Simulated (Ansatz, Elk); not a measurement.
# Sc3BRu: X-ray structure factors from the self-consistent density

The structure of Sc3BRu used here is made up (a known structure type with other elements) and was relaxed beforehand with PBE. The aim is the Fourier transform of its all-electron density, F(hkl), set beside the sum over free spherical atoms that refinements use.

Method: DFT, PBE, all-electron APW+lo, Dirac cores, scalar-relativistic bands, static density, no spin, in Elk 11.2.3 (patched build).

This account leaves out most program logs.

The structure was built from a prototype and need not be the compound's stable phase.

### 1. Set-up

The structure is cubic, space group Pm-3m (No. 221). The conventional cell has a = 4.531 Å, b = 4.531 Å, c = 4.531 Å, α = 90.00°, β = 90.00°, γ = 90.00°. Nearest to Ru lie 12 Sc at 3.20 Å. Sc has 2 B at 2.27 Å and 8 Sc at 3.20 Å and 4 Ru at 3.20 Å nearest. Nearest to B lie 6 Sc at 2.27 Å. Farther neighbours are not listed.

Coordinates:

```cif
data_structure
_symmetry_space_group_name_H-M 'P 1'
_symmetry_Int_Tables_number 1
_cell_length_a 4.5315
_cell_length_b 4.5315
_cell_length_c 4.5315
_cell_angle_alpha 90.000
_cell_angle_beta 90.000
_cell_angle_gamma 90.000
_cell_volume 93.05
loop_
_atom_site_label
_atom_site_type_symbol
_atom_site_fract_x
_atom_site_fract_y
_atom_site_fract_z
_atom_site_occupancy
Ru1 Ru 0.00000 0.00000 0.00000 1
Sc2 Sc 0.50000 0.50000 0.00000 1
Sc3 Sc 0.50000 0.00000 0.50000 1
Sc4 Sc 0.00000 0.50000 0.50000 1
B5 B 0.50000 0.50000 0.50000 1
```

### 2. Ground state and structure factors

An all-electron density is needed, since X-rays see the cores too. Task 0 finds the density and task 195 Fourier-transforms it; tshift is off so that phases refer to the origin typed.

Input file elk.in:

```
tasks
  0
  195

xctype
  20

spinpol
  .false.

rgkmax
  7.0

gmaxvr
  14.0

lmaxo
  7

lmaxapw
  8

swidth
  0.002

tshift
  .false.

ramdisk
  .false.

hmaxvr
  5.5

maxscl
  120

epspot
  1e-06

sppath
  './'

avec
  8.56321831448 -0.00000000000 0.00000000000
  0.00000000000 8.56321831448 0.00000000000
  0.00000000000 0.00000000000 8.56321831448

atoms
  3
  'Ru.in'
  1
  -0.0000000000 0.0000000000 0.0000000000   0.000000 0.000000 0.000000
  'Sc.in'
  3
  0.5000000000 0.5000000000 -0.0000000000   0.000000 0.000000 0.000000
  0.5000000000 -0.0000000000 0.5000000000   0.000000 0.000000 0.000000
  0.0000000000 0.5000000000 0.5000000000   0.000000 0.000000 0.000000
  'B.in'
  1
  0.5000000000 0.5000000000 0.5000000000   0.000000 0.000000 0.000000

ngridk
  5 5 5
```

On the command line:

```sh
OMP_NUM_THREADS=4 elk
```

Elapsed: 22 s, on 4 threads of Arm Neoverse V2, shared host; peak memory 0.16 GiB; 47 s of CPU time.

SFACRHO.OUT:

```text

h k l indices transformed by vhmat matrix:
   1.000000000       0.000000000       0.000000000    
   0.000000000       1.000000000       0.000000000    
   0.000000000       0.000000000       1.000000000    

      h      k      l  multipl.   |H|            Re(F)            Im(F)           |F|

      0      0      0      1   0.0000000       112.00000     -0.24297625E-16   112.00000    
      0      1      0      6  0.73374111       17.864458      0.20769089E-13   17.864458    
      0     -1      1     12   1.0376666       24.788173      0.12936728E-14   24.788173    
      1     -1     -1      8   1.2708769       78.265995      0.15942936E-13   78.265995    
     -2      0      0      6   1.4674822       79.752293      0.35389843E-13   79.752293    
     -1      0     -2     24   1.6406950       16.235490     -0.26314323E-13   16.235490    
     -2      1      1     24   1.7972913       20.059675     -0.29817903E-13   20.059675    
     -2      2      0     12   2.0753333       67.630689     -0.20720804E-14   67.630689    
     -2     -1      2     24   2.2012233       15.029572     -0.18611773E-13   15.029572    
      3      0      0      6   2.2012233       14.890526      0.97820983E-14   14.890526    
     -3      0     -1     24   2.3202931       18.217491     -0.37267440E-14   18.217491    
     -3     -1      1     24   2.4335440       58.112635      0.24413619E-13   58.112635    
      2      2      2      8   2.5417538       59.943571     -0.79758014E-13   59.943571    
      0     -2     -3     24   2.6455412       13.892634     -0.21027110E-13   13.892634    
     -2      3      1     48   2.7454078       16.993510     -0.17224202E-13   16.993510    
      0      0      4      6   2.9349644       54.642180     -0.46593461E-13   54.642180    
      0      4     -1     24   3.0252921       13.066489     -0.28662305E-14   13.066489    
      3      2      2     24   3.0252921       13.125654      0.13954507E-13   13.125654
```

Elk indexes on the primitive cell of elk.in and gives |H| = 4π sin θ/λ in inverse bohr. Below, one row stands for each form hkl of the conventional cell (m members, Friedel mates merged), F is for one primitive cell and the density is static (no thermal factor). Free-atom factors are Waasmaier and Kirfel's, and R is Σm||F|−|F'||/Σm|F|.

| hkl | m | sin θ/λ (Å⁻¹) | abs F, DFT | neutral atoms | diff. |
| --- | --- | --- | --- | --- | --- |
| 100 | 6 | 0.110 | 17.864 | 18.325 | -0.461 |
| 110 | 12 | 0.156 | 24.788 | 24.387 | +0.401 |
| 111 | 8 | 0.191 | 78.266 | 78.978 | -0.712 |
| 200 | 6 | 0.221 | 79.752 | 80.057 | -0.305 |
| 210 | 24 | 0.247 | 16.235 | 16.419 | -0.184 |
| 211 | 24 | 0.270 | 20.060 | 20.259 | -0.199 |
| 220 | 12 | 0.312 | 67.631 | 67.618 | +0.012 |
| 221 | 24 | 0.331 | 15.030 | 14.935 | +0.095 |
| 300 | 6 | 0.331 | 14.890 | 14.935 | -0.044 |
| 310 | 24 | 0.349 | 18.218 | 18.241 | -0.023 |
| 311 | 24 | 0.366 | 58.113 | 57.977 | +0.136 |
| 222 | 8 | 0.382 | 59.944 | 59.822 | +0.122 |
| 320 | 24 | 0.398 | 13.893 | 13.875 | +0.017 |
| 321 | 48 | 0.413 | 16.994 | 16.965 | +0.028 |

### 3. The highest occupied states alone

An energy window below the Fermi level keeps the highest occupied states, to see at which angles they scatter; shallow core shells can lie inside it and anion s states outside. No new self-consistency is needed.

elk.in, as its differences from that of step 2:

```diff
@@ -1,3 +1,2 @@
 tasks
-  0
   195
@@ -40,2 +39,5 @@
 
+wsfac
+  -0.319200 0.532040
+
 sppath
```

On the command line:

```sh
OMP_NUM_THREADS=4 elk
```

The job ended after 9.3 s (4 threads; peak memory 0.16 GiB; 11 s of CPU time).

States within 15 eV below the Fermi level hold 20.00 electrons; any levels below the window count with the cores. Their amplitudes can exceed the total, where window and core parts have opposite phase:

| hkl | sin θ/λ (Å⁻¹) | abs F, window | abs F, all |
| --- | --- | --- | --- |
| 100 | 0.110 | 1.968 | 17.864 |
| 110 | 0.156 | 5.074 | 24.788 |
| 111 | 0.191 | 2.617 | 78.266 |
| 200 | 0.221 | 3.515 | 79.752 |
| 210 | 0.247 | 0.920 | 16.235 |
| 211 | 0.270 | 1.223 | 20.060 |
| 220 | 0.312 | 1.495 | 67.631 |
| 221 | 0.331 | 0.454 | 15.030 |
| 300 | 0.331 | 0.305 | 14.890 |
| 310 | 0.349 | 0.317 | 18.218 |

### 4. Another functional

The difference from free atoms is small, so it is set against the change that LDA (Perdew-Wang) makes.

elk.in, as its differences from that of step 3:

```diff
@@ -1,2 +1,3 @@
 tasks
+  0
   195
@@ -4,3 +5,3 @@
 xctype
-  20
+  3
 
@@ -39,5 +40,2 @@
 
-wsfac
-  -0.319200 0.532040
-
 sppath
```

On the command line:

```sh
OMP_NUM_THREADS=4 elk
```

Run time: 11 s. Hardware: 4 threads; peak memory 0.16 GiB; 23 s of CPU time.

Against the first run R = 0.05 %; the largest change is -0.046 at 220.

### 5. A coarser k-mesh

About half the k-points along each axis test the sampling.

elk.in, as its differences from that of step 4:

```diff
@@ -5,3 +5,3 @@
 xctype
-  3
+  20
 
@@ -63,2 +63,2 @@
 ngridk
-  5 5 5
+  2 2 2
```

On the command line:

```sh
OMP_NUM_THREADS=4 elk
```

The job ended after 17 s (4 threads; peak memory 0.16 GiB).

Against the first run R = 0.17 %; the largest change is +0.203 at 400.

### 6. Settings against the effect

| run | R against the first run (%) | R against neutral atoms, low angle (%) | wall time |
| --- | --- | --- | --- |
| PBE, rgkmax 7 | 0.00 | 1.02 | 22 s |
| LDA (Perdew-Wang) | 0.05 | 1.01 | 11 s |
| k-mesh 2×2×2 | 0.17 | 1.02 | 17 s |

### 7. Outcome

- R against neutral atoms, sin θ/λ < 0.3 Å⁻¹: 1.02 %
- R against neutral atoms, 0.3 to 0.83 Å⁻¹: 0.20 %

What this shows: Independent neutral atoms miss the calculated amplitudes by R = 1.02 % below 0.3 Å⁻¹ and 0.20 % from there to 0.83 Å⁻¹; by shells, 2.58 % below 0.15 Å⁻¹ (1 form), 0.95 % 0.15 to 0.3 (5 forms), 0.20 % 0.3 to 0.45 (9 forms), 0.20 % above 0.45 (54 forms). Bonding, aspherical density and the tables' own atoms all enter these figures, and the runs don't part them. The largest change of an amplitude is -0.71 electrons, at 111. The window's part falls from 20.0 electrons at the origin to at most 0.18 between 0.45 and 0.83 Å⁻¹. Below 0.3 Å⁻¹ the changes that finished (LDA (Perdew-Wang) and k-mesh 2×2×2) move F by R = 0.15 % at most, against the 1.02 % that separates it from free atoms. The basis has no finished test. These runs have no spin, though d or f shells may be open. Part of the difference isn't bonding: the tables are fits to free atoms and ions calculated by other methods than this functional. Thermal motion, anomalous dispersion and extinction are left out.

[Logs are printed without paths, hosts, clocks, repeated set-up lines and the standing remarks that a program may print on its own settings, such as how far it seeks lower states.]

[Hosts, paths, dates, database ids (printed as entryN), source tags and the programs' standing remarks are cut or masked in the printed files.]
